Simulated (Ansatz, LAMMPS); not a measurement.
**A faulty run on amorphous Zn25Hg15S40 (80 atoms)**

Program: Ansatz 0.2.0. The cell: 25 Zn, 15 Hg and 40 S.

input.yaml

```yaml
crystal:
  lattice:
    - [12.1288, 0.0, 0.0]
    - [0.0, 12.1288, 0.0]
    - [0.0, 0.0, 12.1288]
  atoms:
    - { symbol: Zn, position: [0.68621, 0.85038, 0.4495] }
    - { symbol: Zn, position: [0.95222, 0.52089, 0.71397] }
    - { symbol: Zn, position: [0.68337, 0.15092, 0.5759] }
    - { symbol: Zn, position: [0.94374, 0.00756, 0.52239] }
    - { symbol: Zn, position: [0.18113, 0.16363, 0.34758] }
    - { symbol: Zn, position: [0.23047, 0.96529, 0.13483] }
    - { symbol: Zn, position: [0.61197, 0.3413, 0.32682] }
    - { symbol: Zn, position: [0.21628, 0.83556, 0.41526] }
    - { symbol: Zn, position: [0.44773, 0.0444, 0.38721] }
    - { symbol: Zn, position: [0.6853, 0.00857, 0.91502] }
    - { symbol: Zn, position: [0.40698, 0.31812, 0.55511] }
    - { symbol: Zn, position: [0.73225, 0.08388, 0.2665] }
    - { symbol: Zn, position: [0.07262, 0.39628, 0.98849] }
    - { symbol: Zn, position: [0.05228, 0.67072, 0.16582] }
    - { symbol: Zn, position: [0.68434, 0.49104, 0.57883] }
    - { symbol: Zn, position: [0.52384, 0.86792, 0.16286] }
    - { symbol: Zn, position: [0.29709, 0.46618, 0.78839] }
    - { symbol: Zn, position: [0.22606, 0.01732, 0.59496] }
    [... 56 atom lines left out ...]
    - { symbol: S, position: [0.51344, 0.68603, 0.06943] }
    - { symbol: S, position: [0.03722, 0.46201, 0.17514] }
    - { symbol: S, position: [0.50625, 0.00537, 0.02435] }
    - { symbol: S, position: [0.5528, 0.32541, 0.02054] }
    - { symbol: S, position: [0.27461, 0.94202, 0.9402] }
    - { symbol: S, position: [0.26252, 0.16506, 0.16035] }
kpoints:
  mp_grid: { grid: [1, 1, 1] }
hamiltonian:
  xc: pbe
  pseudopotentials: { kind: paw, core: large }
scf:
  occupations: { method: fermi_dirac, width: 0.025 }
  eigensolver: { kind: { support_functions: { accuracy: medium, radius: 3.57 } } }
  max_iter: 150
output:
  forces: true
  eigenvalues: true
```

The run is started by

```sh
$ ansatz run input.yaml --threads 4 --pin off --max-ram 8192MiB --backend cpu --events-out ev --progress --plain --runs-dir out
```

Log:

```text
Warning: scf.eigensolver.kind.support_functions: disabling space-group detection — the functions' gradient is summed over unrotated k-points, so no spatial operation reduces the k-mesh or symmetrises the density; time reversal is kept, so that k and −k are solved as one point where they differ and the mesh holds both, and exact exchange and, on two spinor components, a DFT+U term hold to it where the run has them: [...]
settings of this run that can trade accuracy for cost: scf.eigensolver.kind.support_functions [...]
Engine: ansatz 0.2.0, aarch64-unknown-linux-gnu
Pseudopotentials: kind: paw
Pseudopotential: Zn, paw, valence charge 12, recommended cutoff 420 eV (normal), Zn.paw.azcp
Pseudopotential: Hg, paw, valence charge 12, recommended cutoff 420 eV (normal), Hg.paw.azcp#standard-large-core
Pseudopotential: S, paw, valence charge 6, recommended cutoff 420 eV (normal), S.paw.azcp
[... 5 lines on functional and potentials left out ...]
Error: SCF: the radius of support functions is under 3.99 Å, the least for these sites at the functions' level (scf.eigensolver.kind.support_functions.accuracy). Use scf.eigensolver.kind: auto, or type scf.eigensolver.kind.support_functions.radius at least as long, [...]
```

The job ended after 3.8 s (4 threads of Arm Neoverse N1, shared host; peak memory 0.41 GiB).

Q: Name the fault and the fix.

A radius under the least that the level allows: support_functions.radius = 3.57.

The fix is to use a longer radius.

The run ended with an error.

[Logs are printed without paths, hosts, clocks, repeated set-up lines and the standing remarks that a program may print on its own settings, such as how far it seeks lower states.]

[Hosts, paths, dates, database ids (printed as entryN), source tags and the programs' standing remarks are cut or masked in the printed files.]
